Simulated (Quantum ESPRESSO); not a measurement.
Computed results, one entry a study.

Collinear magnetic orders of VBr3 with Quantum ESPRESSO. It takes space group P6_3/mmc (No. 194, hexagonal). The conventional cell has a = 9.943 Å, b = 9.943 Å, c = 3.363 Å, α = 90.00°, β = 90.00°, γ = 120.00°. V has 6 Br at 2.56 Å nearest. Nearest to Br lie 2 V at 2.56 Å. Farther neighbours and most contacts between anions are not listed. The calculation used LDA; plane waves with GBRV 1.5 LDA potentials, no spin-orbit coupling (and 1 further level or step) in Quantum ESPRESSO 7.5, with GBRV 1.5 LDA, potential files V: v_lda_v1.4.uspp.F.UPF, Br: br_lda_v1.4.uspp.F.UPF, cutoff 544.23 eV, 6×6×6 k-mesh, 48 bands, fermi-dirac occupations, smearing width 0.05 eV, collinear spin, SCF threshold 1.60e-8, mesh matched on, starting moments 2 2 0 0 0 0 0 0 μB in one of its runs. The lowest state found is ferromagnetic (from ferro ++) and the largest site moment is 1.82 μB. The next state with moments is antiferromagnetic, 6.23 meV a seeded atom higher. It took 2 runs, 4.2 min in all on 4 MPI ranks of Intel Xeon 6975P-C (Granite Rapids), shared host (the runs of this entry). The smearing terms TS of the orders run from 31 to 34 meV a seeded atom, so the differences would change at a smaller width: an order with a larger TS is lowered more by the smearing. Only these 2 starts were compared; other wavevectors, canted and longer-period orders were not. The run is spin-polarised, with a total moment of 4.00 μB a cell (absolute 4.60). No Hubbard term acts here. In such compounds local and semilocal functionals without one often delocalise the d electrons, and can shrink or lose moments and miss the size, sign and order of the couplings. The smearing term is large for its width, so states at the Fermi level are partly filled: at this level the cell is a metal or has a gap of a few widths at most.

[Hosts, paths, dates, database ids (printed as entryN), source tags and the programs' standing remarks are cut or masked in the printed files.]

[Where a cell is said to come from a database of computed structures, the database is the Materials Project.]
